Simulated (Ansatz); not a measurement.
# How fast states decay through Li2SiSnTe4, part 3 of 4

Aim: relax a made-up compound, Li2SiSnTe4, and see how good a tunnel barrier it would be. It is built by putting Te for S in the Li2SiSnS4 structure of space group I-42m, with the volume rescaled by atomic radii. The parent structure comes from the Materials Project.

Ansatz 0.2.0; r2SCAN DFT, plane waves, PAW files (the session's first sound run).

So far, decay constant at the filling level, slowest listed point (Å⁻¹): step 4 (decaying states in the gap) 0.106.

The structure was built from a prototype and need not be the compound's stable phase.

## 5. Decay over the two-dimensional zone

Level of this step: r2SCAN DFT, plane waves, PAW files; complex bands by layer matching along the plane's normal (Ansatz).

The listed points could miss the slowest state, so one energy near mid-gap is solved on a mesh of 8×8.

input.yaml reads:

```yaml
crystal:
  lattice:
    - [6.745529804, 0.0, 0.0]
    - [-1.261491077, 6.626523418, 0.0]
    - [2.742019364, 3.313261709, 5.196710402]
  atoms:
    - { symbol: Li, position: [0.75, 0.25, 0.5] }
    - { symbol: Li, position: [0.25, 0.75, 0.5] }
    - { symbol: Si, position: [0.5, 0.5, 0.0] }
    - { symbol: Sn, position: [0.0, 0.0, 0.0] }
    - { symbol: Te, position: [0.8641038547, 0.8641038547, 0.5976649718] }
    - { symbol: Te, position: [0.5382311735, 0.1358961453, 0.0] }
    - { symbol: Te, position: [0.1358961453, 0.5382311735, 0.0] }
    - { symbol: Te, position: [0.4617688265, 0.4617688265, 0.4023350282] }
kpoints:
  mp_grid: { grid: [6, 6, 6] }
scf:
  occupations: { method: fixed }
hamiltonian:
  xc: r2scan
output:
  eigenvalues: true
  transmission: { leads: [[0, 0]], kmesh: [8, 8], e_range: [0.45, 0.46], de: 0.05 }
```

The run is started by

```sh
ansatz run input.yaml --threads 2 --pin off --max-ram 4096MiB --backend cpu --events-out ev --progress --plain --runs-dir out
```

Numbers of over 12 decimals in the logs are rounded to 6 here.

What it wrote:

```text
[...]
Crystal: 8 atoms, lattice volume = 232.290 Å³
Basis set: ecut = 500 eV, 5915 PW (Γ), exchange–correlation on 200×200×200 points (64 copies of the dense FFT grid, shifted against one another)
Bands: 53, of which v1, the nominal top of the filled ones, is band 44 counted from 1 (43 counted from 0)
Symmetry: 8 space group operations
[...]
k-points: 30 of 216 (time reversal used)
[...]
SCF iter   1: F=—  HF=-35071.174464 eV  |F-HF|=—  |Δ(HF+E_count)|=         —  Δρ=3.63e-3  dr2=4.74e-2  dr2_τ=1.15e-2  ethr=1.77e-3  ⟨swp⟩=5.0  Hψ=5241  notcnv=0  defer=191
[...]
SCF iter   7: F=-35071.246472 eV  HF=-35071.246472 eV  |F-HF|=8.96e-9  |Δ(HF+E_count)|=   5.94e-8  Δρ=2.22e-6  dr2=1.44e-8  dr2_τ=3.68e-10  ethr=1.14e-10  ⟨swp⟩=13.0  Hψ=7127  notcnv=0
SCF 1 converged in 7 iterations: F = -35071.246472 eV  dr2 = 1.44e-8
[...]
transmission: 28 of 147 steps passed
transmission: 56 of 147 steps passed
[...]
transmission: 147 of 147 steps passed
SCF converged after 7 iterations
Free energy (F): -35071.246472 eV
[...]
Internal energy: -35071.246472 eV  (E = F + TS)
E sigma→0 (E₀):  -35071.246472 eV
Fermi energy:    6.293569 eV
[...]
--- Band table (eV; the first three rows and the last of 30) ---
  k-point 0: bands = [... 40 lower, 4.9916, 5.1016, 5.4366, 5.4366, 8.5655, 9.6989, 10.0215, 10.0215, ... 5 higher]
  k-point 1: bands = [... 40 lower, 4.9657, 5.0052, 5.3846, 5.4123, 8.4879, 8.7346, 9.8159, 9.8771, ... 5 higher]
  k-point 2: bands = [... 40 lower, 4.6499, 4.8658, 5.4493, 5.5327, 7.7286, 8.4042, 9.2397, 9.5661, ... 5 higher]
  k-point 29: bands = [... 40 lower, 5.3242, 5.7501, 5.7501, 6.2936, 7.6157, 7.6927, 7.8387, 7.8387, ... 5 higher]
--- Transmission ---
  basis      : 469 plane waves across, 7 finite elements along
  points     : 21, standing for a mesh of 8 x 8
  energies   : 1 from 0.450000 to 0.450000 eV about the Fermi level; the leads are filled to 0.503905 eV, and channels, transmission and decay are at 0.450000 eV
[...]
channels       : 0.000000e0 a spin
    conductance    : none, crystal 0 has no channel at the energies, or these end too early or step too widely for 300 K: set another output.transmission.e_range or a lower de, or, where they end at an eighth of basis.ecutwfc, a higher one
    slowest decay  : 0.1088 /Å at (0.5000, 0.5000)
```

Elapsed: 4 min, on 2 threads of Arm Neoverse V2, shared host; peak memory 2.6 GiB.

Numbers from this step:

```
least decay constant on the mesh : 0.1088 Å⁻¹
```

Slowest decay constant (1/Å; 0 where a channel is open) over k1 and k2. At 0.4500 eV from the Fermi level.

Ten even steps from '_' (0.109) to '@' (0.184):
```
____..--==--..__
__..==****==::..
::--**%%%%**==--
--==**%%@@%%**==
::--==**%%%%**--
__..::==****==..
____..--==--..__
______::--::____
```
Columns: k1 (b1) from -0.5 to 0.375; rows upwards: k2 (b2) from -0.5 to 0.375.

The least value on the mesh is 0.109 Å⁻¹ at +0.45 eV. At that energy the listed points give about 0.107 Å⁻¹ by interpolation, so the mesh holds no clearly slower state.

## 6. Band edges at another level, cutoff 420 eV

This step: PBE DFT, plane waves, PAW files (Ansatz 0.2.0).

The edges again with PBE, at the same atoms. Against that run the cutoff is 420 eV against 500.

input.yaml reads:

```yaml
crystal:
  lattice:
    - [-3.6746291649, 3.6746291649, 4.3007410226]
    - [3.6746291649, -3.6746291649, 4.3007410226]
    - [3.6746291649, 3.6746291649, -4.3007410226]
  atoms:
    - { symbol: Li, position: [0.25, 0.75, 0.5] }
    - { symbol: Li, position: [0.75, 0.25, 0.5] }
    - { symbol: Si, position: [0.5, 0.5, 0.0] }
    - { symbol: Sn, position: [0.0, 0.0, 0.0] }
    - { symbol: Te, position: [0.4617688265, 0.4617688265, 0.5976649718] }
    - { symbol: Te, position: [0.5382311735, 0.1358961453, 0.0] }
    - { symbol: Te, position: [0.1358961453, 0.5382311735, 0.0] }
    - { symbol: Te, position: [0.8641038547, 0.8641038547, 0.4023350282] }
kpoints:
  mp_grid: { grid: [6, 6, 6] }
  band_path: { path: [VBM, CBM], npoints: 30 }
scf:
  occupations: { method: fixed }
hamiltonian:
  xc: pbe
output:
  eigenvalues: true
```

What it wrote:

```text
[...]
Crystal: 8 atoms, lattice volume = 232.290 Å³
Basis set: ecut = 420 eV, 4535 PW (Γ)
Bands: 53, of which v1, the nominal top of the filled ones, is band 44 counted from 1 (43 counted from 0)
Symmetry: 8 space group operations
[...]
k-points: 30 of 216 (time reversal used)
[...]
SCF iter   1: F=—  HF=-34992.729539 eV  |F-HF|=—  |Δ(HF+E_count)|=         —  Δρ=1.10e-3  dr2=4.15e-3  ethr=1.77e-3  ⟨swp⟩=5.2  Hψ=5225  notcnv=0  defer=196
[...]
SCF iter   7: F=-34992.728175 eV  HF=-34992.728175 eV  |F-HF|=2.64e-9  |Δ(HF+E_count)|=   2.74e-9  Δρ=2.00e-6  dr2=9.57e-9  ethr=1.14e-10  ⟨swp⟩=13.1  Hψ=6858  notcnv=0
SCF 1 converged in 7 iterations: F = -34992.728175 eV  dr2 = 9.57e-9
[...]
SCF converged after 7 iterations
Free energy (F): -34992.728175 eV
[...]
Internal energy: -34992.728175 eV  (E = F + TS)
E sigma→0 (E₀):  -34992.728175 eV
Fermi energy:    6.499265 eV
[...]
--- Band table (eV; the first three rows and the last of 30) ---
  k-point 0: bands = [... 40 lower, 5.2141, 5.3342, 5.6532, 5.6532, 8.5402, 9.4049, 9.9140, 9.9140, ... 5 higher]
  k-point 1: bands = [... 40 lower, 5.1925, 5.2322, 5.5913, 5.6284, 8.4532, 8.6348, 9.6602, 9.7453, ... 5 higher]
  k-point 2: bands = [... 40 lower, 4.8821, 5.0829, 5.6621, 5.7455, 7.7063, 8.3534, 9.1147, 9.4160, ... 5 higher]
  k-point 29: bands = [... 40 lower, 5.4581, 5.9686, 5.9686, 6.4993, 7.5085, 7.6778, 7.7773, 7.7773, ... 5 higher]
```

It took 70 s on 2 threads; peak memory 0.6 GiB; 2.3 min of CPU time.

Numbers from this step:

- free energy: -34992.7282 eV
- Fermi energy: 6.499 eV
- gap on the k-mesh: 0.7705 eV
- gap on path: 0.6627 eV, by band count; negative where bands overlap
- direct gap on path: 0.8971 eV
- edge places on path: 0, 1.240 1/A along the path

Electronic bands along the path, in eV, zero at the Fermi level (highest filled level under fixed occupations); v1 is the highest filled band, c1 the lowest empty one:

```
  point     v4     v3     v2     v1    c1    c2    c3    c4
    VBM  -1.04  -0.53  -0.53   0.00  1.01  1.18  1.28  1.28
halfway  -1.37  -1.18  -1.02  -0.39  0.94  1.63  1.93  2.85
    CBM  -1.39  -0.76  -0.70  -0.23  0.66  1.34  1.49  2.54
```

The searched edges give 0.663 eV, under the 0.771 eV of the mesh, which misses an edge.

## 7. Complex bands at another level, cutoff 420 eV

This step: PBE DFT, plane waves, PAW files; complex bands by layer matching along the plane's normal (Ansatz 0.2.0).

The complex bands at that level, over its own gap, at (0, 0) and (0.2604, -0.4375).

input.yaml reads:

```yaml
crystal:
  lattice:
    - [6.745529804, 0.0, 0.0]
    - [-1.261491077, 6.626523418, 0.0]
    - [2.742019364, 3.313261709, 5.196710402]
  atoms:
    - { symbol: Li, position: [0.75, 0.25, 0.5] }
    - { symbol: Li, position: [0.25, 0.75, 0.5] }
    - { symbol: Si, position: [0.5, 0.5, 0.0] }
    - { symbol: Sn, position: [0.0, 0.0, 0.0] }
    - { symbol: Te, position: [0.8641038547, 0.8641038547, 0.5976649718] }
    - { symbol: Te, position: [0.5382311735, 0.1358961453, 0.0] }
    - { symbol: Te, position: [0.1358961453, 0.5382311735, 0.0] }
    - { symbol: Te, position: [0.4617688265, 0.4617688265, 0.4023350282] }
kpoints:
  mp_grid: { grid: [6, 6, 6] }
scf:
  occupations: { method: fixed }
hamiltonian:
  xc: pbe
output:
  eigenvalues: true
  transmission:
    leads: [[0, 0]]
    kpoints: [[0.0, 0.0], [0.2604, -0.4375]]
    e_range: [-1.0, 1.66]
    de: 0.07
```

What it wrote:

```text
[...]
Crystal: 8 atoms, lattice volume = 232.290 Å³
Basis set: ecut = 420 eV, 4535 PW (Γ)
Bands: 53, of which v1, the nominal top of the filled ones, is band 44 counted from 1 (43 counted from 0)
Symmetry: 8 space group operations
[...]
k-points: 30 of 216 (time reversal used)
[...]
SCF iter   1: F=—  HF=-34992.729526 eV  |F-HF|=—  |Δ(HF+E_count)|=         —  Δρ=1.10e-3  dr2=4.15e-3  ethr=1.77e-3  ⟨swp⟩=5.2  Hψ=5226  notcnv=0  defer=195
[...]
SCF iter   7: F=-34992.728175 eV  HF=-34992.728175 eV  |F-HF|=2.51e-9  |Δ(HF+E_count)|=   2.54e-9  Δρ=2.00e-6  dr2=9.49e-9  ethr=1.14e-10  ⟨swp⟩=13.0  Hψ=6803  notcnv=0
SCF 1 converged in 7 iterations: F = -34992.728175 eV  dr2 = 9.49e-9
[...]
transmission: 7 of 14 steps passed
transmission: 14 of 14 steps passed
SCF converged after 7 iterations
Free energy (F): -34992.728175 eV
[...]
Internal energy: -34992.728175 eV  (E = F + TS)
E sigma→0 (E₀):  -34992.728175 eV
Fermi energy:    6.499265 eV
[...]
--- Band table (eV; the first three rows and the last of 30) ---
  k-point 0: bands = [... 40 lower, 5.2141, 5.3342, 5.6532, 5.6532, 8.5402, 9.4049, 9.9140, 9.9140, ... 5 higher]
  k-point 1: bands = [... 40 lower, 5.1925, 5.2322, 5.5913, 5.6284, 8.4532, 8.6348, 9.6602, 9.7453, ... 5 higher]
  k-point 2: bands = [... 40 lower, 4.8821, 5.0829, 5.6621, 5.7455, 7.7063, 8.3534, 9.1147, 9.4160, ... 5 higher]
  k-point 29: bands = [... 40 lower, 5.4581, 5.9686, 5.9686, 6.4993, 7.5085, 7.6778, 7.7773, 7.7773, ... 5 higher]
--- Transmission ---
  basis      : 395 plane waves across, 7 finite elements along
  points     : 2, as listed
[...]
channels       : 0.000000e0 a spin
[...]
slowest decay  : 0.0889 /Å at (0.2604, -0.4375)
```

It took 99 s on 2 threads; peak memory 1.6 GiB; 3.2 min of CPU time.

Numbers from this step:

- level to which the leads are filled: 0.3853 eV from the Fermi level
- decay constant at the filling level, zone centre: 0.1768 Å⁻¹
- decay constant at the filling level, slowest listed point: 0.0889 Å⁻¹

K parallel (0, 0); values up to 1.5 1/Å, a degenerate pair printed once or twice; energies at which all values exceed this have no row. The Im kz of the slowest decaying states by energy, zero at the highest filled level on the SCF mesh:

```
energy (eV)  decay 1 (Å⁻¹)  decay 2 (Å⁻¹)  decay 3 (Å⁻¹)  decay 4 (Å⁻¹)
      -1.00         0.0457         0.0998          0.105          0.160
      -0.79         0.0423          0.105          0.118          0.127
      -0.65          0.124          0.132          0.173          0.199
      -0.44          0.161          0.211          0.225          0.258
      -0.23          0.176          0.250          0.258          0.274
      -0.02          0.182          0.275          0.280          0.287
       0.12          0.183          0.287          0.290          0.294
       0.33          0.179          0.301          0.302          0.304
       0.54          0.170          0.308          0.310          0.315
       0.68          0.159          0.311          0.314          0.325
       0.89          0.133          0.311          0.317          0.342
       1.10         0.0782          0.308          0.309          0.317
       1.31          0.280          0.301          0.315          0.361
       1.45         0.0285          0.259          0.294          0.311
       1.66          0.218          0.280          0.304          0.350
```

K parallel (0.2604, -0.4375); values up to 1.5 1/Å, a degenerate pair printed once or twice; energies at which all values exceed this have no row. The Im kz of the slowest decaying states by energy, zero at the highest filled level on the SCF mesh:

```
energy (eV)  decay 1 (Å⁻¹)  decay 2 (Å⁻¹)  decay 3 (Å⁻¹)  decay 4 (Å⁻¹)
      -1.00         0.0559          0.276          0.361          0.748
      -0.79         0.0647          0.240          0.432          0.730
      -0.65         0.0748          0.257          0.461          0.719
      -0.44         0.0503          0.126          0.287          0.489
      -0.23         0.0199          0.178          0.308          0.505
      -0.02         0.0931          0.224          0.321          0.339
       0.12          0.100          0.226          0.326          0.349
       0.33         0.0947          0.226          0.329          0.358
       0.54         0.0678          0.214          0.327          0.364
       0.68          0.199          0.322          0.366          0.451
       0.89         0.0571          0.159          0.309          0.364
       1.10         0.0722          0.157          0.268          0.341
       1.31          0.153          0.272          0.340          0.359
       1.45         0.0478          0.297          0.357          0.368
       1.66         0.0692          0.288          0.363          0.365
```

K parallel (0.2604, -0.4375). Table of Re kz of states that move upwards by energy, zero at the highest filled level on the SCF mesh:

```
energy (eV)  channel 1 (Å⁻¹)  channel 2 (Å⁻¹)  channel 3 (Å⁻¹)  channel 4 (Å⁻¹)
      -1.00           -0.179            0.245            0.299                -
      -0.86           -0.536            0.311            0.368                -
      -0.72           0.0769            0.404                -                -
      -0.58            0.199            0.492                -                -
      -0.44            0.279                -                -                -
      -0.30            0.352                -                -                -
      -0.23                -                -                -                -
      -0.09                -                -                -                -
      -0.02                -                -                -                -
       0.05                -                -                -                -
       0.19                -                -                -                -
       0.33                -                -                -                -
       0.47                -                -                -                -
       0.61                -                -                -                -
       0.75           -0.358            0.498                -                -
       0.89           -0.311                -                -                -
       0.96           -0.286                -                -                -
       1.10           -0.199                -                -                -
       1.24           -0.489                -                -                -
       1.38           -0.374                -                -                -
       1.52           -0.398           -0.285            0.519                -
       1.66           -0.326           -0.244                -                -
```

At the listed wavevectors the last open channel is at -0.30 eV and the next at +0.68 eV on the grid. At +0.40 eV, the grid energy nearest the filling level (the middle of the gap on the SCF mesh), the slowest state at the listed wavevectors decays with κ = 0.0889 Å⁻¹, its amplitude falling by e over 11 Å; the first such run, plane (110), gave 0.106 Å⁻¹.

[end of part 3 of 4]

[Logs are printed without paths, hosts, clocks, repeated set-up lines and the standing remarks that a program may print on its own settings, such as how far it seeks lower states.]

[Hosts, paths, dates, database ids (printed as entryN), source tags and the programs' standing remarks are cut or masked in the printed files.]
